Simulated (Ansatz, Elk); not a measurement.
**How far do independent atoms describe Ti3Mo?**

Structure refinements treat a crystal as free atoms side by side. For a made-up structure of Ti3Mo (cell and positions from a PBE relaxation) the runs below show what the calculated density changes in F(hkl).

Calculated with Elk 11.2.3 (patched build); DFT, PBE, all-electron APW+lo, Dirac cores, scalar-relativistic bands, static density, no spin.

The structure was built from a prototype and need not be the compound's stable phase.

### 1. The starting structure

It takes space group I4/mmm (No. 139, tetragonal). Conventional cell: a = 3.782 Å, b = 3.782 Å, c = 9.249 Å, α = 90.00°, β = 90.00°, γ = 90.00°. Nearest to Mo lie 12 Ti at 2.67 to 2.99 Å. Nearest to Ti lie 4 Mo at 2.67 Å and 8 Ti at 2.99 Å. Ti has 8 Ti at 2.67 to 2.99 Å and 4 Mo at 2.99 Å nearest. Farther neighbours are not listed.

### 2. Ground state and structure factors

An all-electron density is needed, since X-rays see the cores too. Task 0 finds the density and task 195 Fourier-transforms it; tshift is off so that phases refer to the origin typed.

elk.in reads:

```
tasks
  0
  195

xctype
  20

spinpol
  .false.

rgkmax
  7.0

gmaxvr
  14.0

lmaxo
  7

lmaxapw
  8

swidth
  0.002

tshift
  .false.

ramdisk
  .false.

hmaxvr
  5.5

maxscl
  120

epspot
  1e-06

sppath
  './'

avec
  -3.57391967887 3.57391967887 8.73918146272
  3.57391967887 -3.57391967887 8.73918146272
  3.57391967887 3.57391967887 -8.73918146272

atoms
  2
  'Mo.in'
  1
  -0.0000000000 -0.0000000000 0.0000000000   0.000000 0.000000 0.000000
  'Ti.in'
  3
  0.5000000000 0.5000000000 0.0000000000   0.000000 0.000000 0.000000
  0.2500000000 0.7500000000 0.5000000000   0.000000 0.000000 0.000000
  0.7500000000 0.2500000000 0.5000000000   0.000000 0.000000 0.000000

ngridk
  8 8 8
```

The run is started by

```console
OMP_NUM_THREADS=4 elk
```

Numbers of over 12 decimals in the logs are rounded to 6 here.

What it wrote:

```text
┌─────────────────────────┐
│ Elk code version 11.2.3 │
└─────────────────────────┘

All units are atomic (Hartree, Bohr, etc.)

┌─────────────────────────────────────────────────┐
│ Ground-state run starting from atomic densities │
└─────────────────────────────────────────────────┘

Lattice vectors :
  -3.573919679       3.573919679       8.739181463
   3.573919679      -3.573919679       8.739181463
   3.573919679       3.573919679      -8.739181463

Reciprocal lattice vectors :
 -0.1793656311E-16  0.8790328088      0.3594836275
  0.8790328088     -0.1793656311E-16  0.3594836275
  0.8790328088      0.8790328088     -0.3417474317E-17

Unit cell volume      :    446.4988290
Brillouin zone volume :   0.5555450481

Muffin-tin inner radius fraction :   0.1000000000E-01

Nuclei treated as point charges

Species : 1 (Mo)
 parameters loaded from : Mo.in
 name : molybdenum
 nuclear charge    :   -42.00000000
 electronic charge :    42.00000000
 atomic mass :    174887.9214
 muffin-tin radius :    2.600000000
 number of radial points in muffin-tin :   1193
 inner part over the whole radius :   0.9897744308E-02
 number on inner part of muffin-tin    :    848
 approximate nuclear radius :   0.8334154960E-04
 number of mesh points to nuclear radius :    419
 atomic positions (lattice), magnetic fields (Cartesian) :
  1 :   0.00000000  0.00000000  0.00000000    0.00000000  0.00000000  0.00000000

Species : 2 (Ti)
 parameters loaded from : Ti.in
 name : titanium
 nuclear charge    :   -22.00000000
 electronic charge :    22.00000000
 atomic mass :    87256.20317
 muffin-tin radius :    2.400000000
 number of radial points in muffin-tin :    993
 inner part over the whole radius :   0.9985722337E-02
 number on inner part of muffin-tin    :    699
 approximate nuclear radius :   0.6805665174E-04
 number of mesh points to nuclear radius :    325
 atomic positions (lattice), magnetic fields (Cartesian) :
  1 :   0.50000000  0.50000000  0.00000000    0.00000000  0.00000000  0.00000000
  2 :   0.25000000 -0.25000000  0.50000000    0.00000000  0.00000000  0.00000000
  3 :  -0.25000000  0.25000000  0.50000000    0.00000000  0.00000000  0.00000000

Total number of atoms per unit cell :    4
Total muffin-tin volume :    247.3396840
 ratio of muffin-tin to unit cell volume :   0.5539537126

Spin treatment :
 spin-unpolarised

Number of Bravais lattice symmetries :   16
Number of crystal symmetries         :   16
Crystal has inversion symmetry
Real symmetric eigensolver will be used

k-point grid :      8     8     8
k-point offset :    0.000000000       0.000000000       0.000000000
k-point set is reduced with full crystal symmetry group
Total number of k-points :       59

Muffin-tin radius times maximum |G+k| :    7.000000000
 using average radius
Maximum |G+k| for APW functions       :    2.857142857
Maximum (1/2)|G+k|²                   :    4.081632653
Maximum |G| for potential and density :    14.00000000
Constant for pseudocharge density :    9
 order of it for each species :   16  16
 order of it for pair densities of each species (exact exchange by exxq0 0: 17) :   11   9
Radial integration step length :    1

G-vector grid sizes :     45    45    45
Number of G-vectors :    20727

Maximum angular momentum used for
 APW functions            :    8
 outer part of muffin-tin :    7
 inner part of muffin-tin :    2

Total nuclear charge    :   -108.0000000
Total core charge       :    58.00000000
Total valence charge    :    50.00000000
Total excess charge     :    0.000000000
Total electronic charge :    108.0000000

Effective Wigner radius, rₛ :   0.9956407268

Number of empty states         :     16
Total number of valence states :     42
Total number of core states    :     58

Third-order local-orbitals added for an l without core states : T
Total number of local-orbitals :     72

Exchange-correlation functional :     20     0     0
 Perdew-Burke-Ernzerhof, Phys. Rev. Lett. 77, 3865 (1996)
 gradient requirement :    1
[...]
Madelung                    :     -7952.6902139869
 xc potential                :     -311.60490350497
 exchange                    :     -244.79660891571
 correlation                 :     -5.086843
 electron entropic           :    -0.18654837732019E-02
 total energy                :     -6611.6599651654

Density of states at Fermi energy :    138.0492397
 (states/Hartree/unit cell)

Estimated indirect band gap :   0.1419149843E-03
 from k-point 24 to k-point 29
Estimated direct band gap   :   0.3253050475E-02
 at k-point 12

Charges :
 core                        :    58.00000000
 valence                     :    50.00000000
 interstitial                :    6.795596788
 muffin-tins (core leakage)
  species : 1 (Mo)
   atom 1                    :    39.47171742     (  0.2641726837E-08)
  species : 2 (Ti)
   atom 1                    :    20.57834818     ( -0.2204080936E-06)
[...]
total in muffin-tins        :    101.2044032
 total calculated charge     :    107.9998210
 total charge                :    108.0000000
 error                       :   0.1790349320E-03

RMS change in Kohn-Sham potential (target) :   0.3252999204     (  0.1000000000E-05)
Absolute change in total energy (target)   :   0.1128512043     (  0.1000000000E-03)

[... loops 3 to 16 left out ...]

┌──────────────────┐
│ Loop number : 17 │
└──────────────────┘

Energies :
 Fermi                       :     0.323160
 sum of occupied eigenvalues :     -3900.7989819838
 electron kinetic            :      6784.2794308115
 core electron kinetic       :      6481.8698203785
 Coulomb                     :     -13144.788364933
 Coulomb potential           :     -10359.522382773
 nuclear-nuclear             :     -916.68908949403
 electron-nuclear            :     -14125.832079049
 Hartree                     :      1897.7328036106
 Madelung                    :     -7965.0271735464
 xc potential                :     -325.55603002266
 exchange                    :     -245.42803454356
 correlation                 :     -5.083309
 electron entropic           :    -0.21631581416572E-02
 total energy                :     -6611.0224410067

Density of states at Fermi energy :    165.0061485
 (states/Hartree/unit cell)

Estimated indirect band gap :   0.4679506871E-03
 from k-point 19 to k-point 21
Estimated direct band gap   :   0.7999093017E-03
 at k-point 19

Charges :
 core                        :    58.00000000
 valence                     :    50.00000000
 interstitial                :    6.143780447
 muffin-tins (core leakage)
  species : 1 (Mo)
[...]
species : 2 (Ti)
[...]
total in muffin-tins        :    101.8562196
 total calculated charge     :    107.9997470
 total charge                :    108.0000000
 error                       :   0.2529843942E-03

RMS change in Kohn-Sham potential (target) :   0.2620338147E-06 (  0.1000000000E-05)
Absolute change in total energy (target)   :   0.2242927440E-04 (  0.1000000000E-03)

Convergence targets achieved

┌──────────────────┐
│ Loop number : 18 │
└──────────────────┘

Energies :
 Fermi                       :     0.323160
 sum of occupied eigenvalues :     -3900.7989785724
 electron kinetic            :      6784.2794350454
 core electron kinetic       :      6481.8698207929
 Coulomb                     :     -13144.788366739
 Coulomb potential           :     -10359.522375718
 nuclear-nuclear             :     -916.68908949403
 electron-nuclear            :     -14125.832090430
 Hartree                     :      1897.7328131850
 Madelung                    :     -7965.0271788796
 xc potential                :     -325.55603790002
 exchange                    :     -245.42803453644
 correlation                 :     -5.083309
 electron entropic           :    -0.21631595310003E-02
 total energy                :     -6611.0224385608

Density of states at Fermi energy :    165.0062889
 (states/Hartree/unit cell)

Estimated indirect band gap :   0.4679471813E-03
 from k-point 19 to k-point 21
Estimated direct band gap   :   0.7999007593E-03
 at k-point 19

Charges :
 core                        :    58.00000000
 valence                     :    50.00000000
 interstitial                :    6.143780186
 muffin-tins (core leakage)
  species : 1 (Mo)
[...]
species : 2 (Ti)
   atom 1                    :    20.45085530     ( -0.2204239937E-06)
   atom 2                    :    20.41734622     ( -0.2204245888E-06)
   atom 3                    :    20.41734622     ( -0.2204245888E-06)
 total in muffin-tins        :    101.8562198
 total calculated charge     :    107.9997470
 total charge                :    108.0000000
 error                       :   0.2529844828E-03

┌──────────────────────────────┐
│ Self-consistent loop stopped │
└──────────────────────────────┘

Wrote STATE.OUT
```

Wall time 48 s (4 threads of AMD EPYC 7R13 (Zen 3), shared host); peak memory 0.18 GiB.

SFACRHO.OUT:

```text

h k l indices transformed by vhmat matrix:
   1.000000000       0.000000000       0.000000000    
   0.000000000       1.000000000       0.000000000    
   0.000000000       0.000000000       1.000000000    

      h      k      l  multipl.   |H|            Re(F)            Im(F)           |F|

      0      0      0      1   0.0000000       108.00000      0.70088058E-16   108.00000    
     -1     -1      1      2  0.71896725       18.933731      0.86492138E-14   18.933731    
     -1      0      0      8  0.94969846       18.247626     -0.30982080E-14   18.247626    
     -1      1      0      4   1.2431401       17.332286      0.13018153E-16   17.332286    
     -1     -2      1      8   1.3913141       16.826238     -0.34080288E-13   16.826238    
     -1     -1      0      8   1.4360750       78.289858     -0.27266138E-14   78.289858    
      2      2     -2      2   1.4379345       78.290363      0.21926888E-16   78.290363    
     -1      1     -1      4   1.7580656       71.919856      0.36242525E-14   71.919856    
      0      2     -2      8   1.8993969       15.362021     -0.99820956E-14   15.362021    
     -2     -2      1      8   1.9008033       15.407491      0.22011216E-13   15.407491    
     -1      0      2     16   1.9981796       15.184096     -0.30982080E-14   15.184096    
      2      3     -2      8   2.0008525       15.222072      0.77455200E-14   15.222072    
     -3     -3      3      2   2.1569018       14.905122      0.10761734E-12   14.905122    
      3      0     -1     16   2.2419968       14.683752      0.26334768E-13   14.683752    
      1      3     -1      8   2.2712222       63.197039      0.12952189E-13   63.197039    
     -2      2      0      4   2.4862802       60.016259     -0.53669117E-17   60.016259    
     -2     -4      3      8   2.4895025       59.850370     -0.68187754E-16   59.850370    
     -1     -1      3      8   2.5881467       14.068630      0.10907238E-13   14.068630
```

Elk indexes on the primitive cell of elk.in and gives |H| = 4π sin θ/λ in inverse bohr. Below, one row stands for each form hkl of the conventional cell (m members, Friedel mates merged), F is for one primitive cell and the density is static (no thermal factor). Free-atom factors are Waasmaier and Kirfel's, and R is Σm||F|−|F'||/Σm|F|.

```csv
hkl,m,sin θ/λ (Å⁻¹),"abs F, DFT",neutral atoms,diff.
002,2,0.108,18.934,19.126,-0.192
101,8,0.143,18.248,18.405,-0.157
110,4,0.187,17.332,17.417,-0.084
103,8,0.209,16.826,16.939,-0.113
112,8,0.216,78.290,79.055,-0.765
004,2,0.216,78.290,79.016,-0.725
200,4,0.264,71.920,72.505,-0.585
202,8,0.286,15.362,15.466,-0.104
114,8,0.286,15.408,15.462,-0.054
211,16,0.300,15.184,15.207,-0.023
105,8,0.301,15.222,15.201,+0.021
006,2,0.324,14.905,14.814,+0.091
213,16,0.337,14.684,14.614,+0.070
204,8,0.342,63.197,63.158,+0.039
220,4,0.374,60.016,59.715,+0.301
116,8,0.374,59.850,59.666,+0.184
222,8,0.389,14.069,13.881,+0.187
301,8,0.400,13.737,13.742,-0.004
215,16,0.401,13.854,13.738,+0.117
107,8,0.401,13.832,13.734,+0.098
310,8,0.418,13.630,13.526,+0.104
206,8,0.418,13.568,13.521,+0.046
```

### 3. The highest occupied states alone

An energy window below the Fermi level keeps the highest occupied states, to see at which angles they scatter; shallow core shells can lie inside it and anion s states outside. No new self-consistency is needed.

Changes to elk.in since step 2:

```diff
@@ -1,3 +1,2 @@
 tasks
-  0
   195
@@ -40,2 +39,5 @@
 
+wsfac
+  -0.044330 0.623160
+
 sppath
```

The run is started by

```console
OMP_NUM_THREADS=4 elk
```

What it wrote:

```text
┌─────────────────────────────────┐
│ Elk code version 11.2.3 started │
└─────────────────────────────────┘

Info(readinput): the functional depends on the density's gradient
 muffin-tin radial points multiplied by    2.00000
 (not where nrmtscf is given)

┌────────────────────┐
│ Current task : 195 │
└────────────────────┘

Info(sfacrho): density structure factors written to SFACRHO.OUT

 Energy window :  -0.4433000000E-01  0.6231600000

┌──────────────────┐
│ Elk code stopped │
└──────────────────┘
```

Wall time 6.8 s (4 threads); peak memory 0.18 GiB; 9.7 s of CPU time.

States within 10 eV below the Fermi level hold 18.00 electrons; any levels below the window count with the cores. Their amplitudes can exceed the total, where window and core parts have opposite phase:

```csv
hkl,sin θ/λ (Å⁻¹),"abs F, window","abs F, all"
002,0.108,1.394,18.934
101,0.143,1.023,18.248
110,0.187,0.588,17.332
103,0.209,0.347,16.826
112,0.216,2.911,78.290
004,0.216,2.925,78.290
200,0.264,1.870,71.920
202,0.286,0.145,15.362
114,0.286,0.098,15.408
211,0.300,0.131,15.184
```

### 4. Another functional

The difference from free atoms is small, so it is set against the change that LDA (Perdew-Wang) makes.

Changes to elk.in since step 3:

```diff
@@ -1,2 +1,3 @@
 tasks
+  0
   195
@@ -4,3 +5,3 @@
 xctype
-  20
+  3
 
@@ -39,5 +40,2 @@
 
-wsfac
-  -0.044330 0.623160
-
 sppath
```

The run is started by

```console
OMP_NUM_THREADS=4 elk
```

What it wrote:

```text
┌─────────────────────────┐
│ Elk code version 11.2.3 │
└─────────────────────────┘

All units are atomic (Hartree, Bohr, etc.)

┌─────────────────────────────────────────────────┐
│ Ground-state run starting from atomic densities │
└─────────────────────────────────────────────────┘

Lattice vectors :
  -3.573919679       3.573919679       8.739181463
   3.573919679      -3.573919679       8.739181463
   3.573919679       3.573919679      -8.739181463

Reciprocal lattice vectors :
 -0.1793656311E-16  0.8790328088      0.3594836275
[...]
valence                     :    50.00000000
 interstitial                :    6.072499412
 muffin-tins (core leakage)
  species : 1 (Mo)
[...]
species : 2 (Ti)
[...]
atom 2                    :    20.43965699     ( -0.3536574317E-05)
   atom 3                    :    20.43965699     ( -0.3536574317E-05)
 total in muffin-tins        :    101.9275006
 total calculated charge     :    107.9997302
 total charge                :    108.0000000
 error                       :   0.2697594937E-03

┌──────────────────────────────┐
│ Self-consistent loop stopped │
└──────────────────────────────┘

Wrote STATE.OUT
[key lines of the parts left out:]
total energy                :     -6601.4335271831
```

Wall time 29 s (4 threads); peak memory 0.18 GiB.

Against the first run R = 0.05 %; the largest change is -0.054 at 204.

### 5. A coarser k-mesh

About half the k-points along each axis test the sampling.

Changes to elk.in since step 4:

```diff
@@ -5,3 +5,3 @@
 xctype
-  3
+  20
 
@@ -60,2 +60,2 @@
 ngridk
-  8 8 8
+  4 4 4
```

The run is started by

```console
OMP_NUM_THREADS=4 elk
```

What it wrote:

```text
┌─────────────────────────┐
│ Elk code version 11.2.3 │
└─────────────────────────┘

All units are atomic (Hartree, Bohr, etc.)

┌─────────────────────────────────────────────────┐
│ Ground-state run starting from atomic densities │
└─────────────────────────────────────────────────┘

Lattice vectors :
  -3.573919679       3.573919679       8.739181463
   3.573919679      -3.573919679       8.739181463
   3.573919679       3.573919679      -8.739181463

Reciprocal lattice vectors :
 -0.1793656311E-16  0.8790328088      0.3594836275
[...]
valence                     :    50.00000000
 interstitial                :    6.155154225
 muffin-tins (core leakage)
  species : 1 (Mo)
[...]
species : 2 (Ti)
[...]
atom 2                    :    20.41612884     ( -0.2204241731E-06)
   atom 3                    :    20.41612884     ( -0.2204241731E-06)
 total in muffin-tins        :    101.8448458
 total calculated charge     :    107.9997769
 total charge                :    108.0000000
 error                       :   0.2230808578E-03

┌──────────────────────────────┐
│ Self-consistent loop stopped │
└──────────────────────────────┘

Wrote STATE.OUT
[key lines of the parts left out:]
total energy                :     -6611.0196510066
```

It took 25 s on 4 threads; peak memory 0.18 GiB.

Against the first run R = 0.01 %; the largest change is -0.013 at 004.

### 6. Basis size

A smaller basis shows how fast F responds to it; the change is likely larger than the basis error of the first run, but doesn't show convergence.

Changes to elk.in since step 5:

```diff
@@ -11,3 +11,3 @@
 rgkmax
-  7.0
+  5.5
 
@@ -60,2 +60,2 @@
 ngridk
-  4 4 4
+  8 8 8
```

The run is started by

```console
OMP_NUM_THREADS=4 elk
```

What it wrote:

```text
┌─────────────────────────┐
│ Elk code version 11.2.3 │
└─────────────────────────┘

All units are atomic (Hartree, Bohr, etc.)

┌─────────────────────────────────────────────────┐
│ Ground-state run starting from atomic densities │
└─────────────────────────────────────────────────┘

Lattice vectors :
  -3.573919679       3.573919679       8.739181463
   3.573919679      -3.573919679       8.739181463
   3.573919679       3.573919679      -8.739181463

Reciprocal lattice vectors :
 -0.1793656311E-16  0.8790328088      0.3594836275
[...]
valence                     :    50.00000000
 interstitial                :    6.374008151
 muffin-tins (core leakage)
  species : 1 (Mo)
[...]
species : 2 (Ti)
[...]
atom 2                    :    20.35938548     ( -0.2204242175E-06)
   atom 3                    :    20.35938548     ( -0.2204242175E-06)
 total in muffin-tins        :    101.6259918
 total calculated charge     :    108.0007476
 total charge                :    108.0000000
 error                       :   0.7476318440E-03

┌──────────────────────────────┐
│ Self-consistent loop stopped │
└──────────────────────────────┘

Wrote STATE.OUT
[key lines of the parts left out:]
total energy                :     -6610.8964651367
```

Elapsed: 44 s, on 4 threads; peak memory 0.18 GiB; 2.2 min of CPU time.

Against the first run R = 0.03 %; the largest change is +0.118 at 204.

### 7. Settings against the effect

```csv
run,R against the first run (%),"R against neutral atoms, low angle (%)",wall time
"PBE, rgkmax 7",0.00,0.82,48 s
LDA (Perdew-Wang),0.05,0.83,29 s
k-mesh 4×4×4,0.01,0.84,25 s
rgkmax 5.5,0.03,0.87,44 s
```

### 8. What came out

| Property | Result |
| --- | --- |
| R against neutral atoms, sin θ/λ < 0.3 Å⁻¹ | 0.82 % |
| R against neutral atoms, 0.3 to 0.82 Å⁻¹ | 0.33 % |

In words: Independent neutral atoms miss the calculated amplitudes by R = 0.82 % below 0.3 Å⁻¹ and 0.33 % from there to 0.82 Å⁻¹; by shells, 0.89 % below 0.15 Å⁻¹ (2 forms), 0.82 % 0.15 to 0.3 (7 forms), 0.37 % 0.3 to 0.45 (17 forms), 0.32 % above 0.45 (94 forms). Bonding, aspherical density and the tables' own atoms all enter these figures, and the runs don't part them. The largest change of an amplitude is -0.76 electrons, at 112. The window's part falls from 18.0 electrons at the origin to at most 0.25 between 0.45 and 0.82 Å⁻¹. Below 0.3 Å⁻¹ the changes that finished (LDA (Perdew-Wang), k-mesh 4×4×4 and rgkmax 5.5) move F by R = 0.07 % at most, against the 0.82 % that separates it from free atoms. These runs have no spin, though d or f shells may be open. Part of the difference isn't bonding: the tables are fits to free atoms and ions calculated by other methods than this functional. Thermal motion, anomalous dispersion and extinction are left out.

[Logs are printed without paths, hosts, clocks, repeated set-up lines and the standing remarks that a program may print on its own settings, such as how far it seeks lower states.]

[Hosts, paths, dates, database ids (printed as entryN), source tags and the programs' standing remarks are cut or masked in the printed files.]
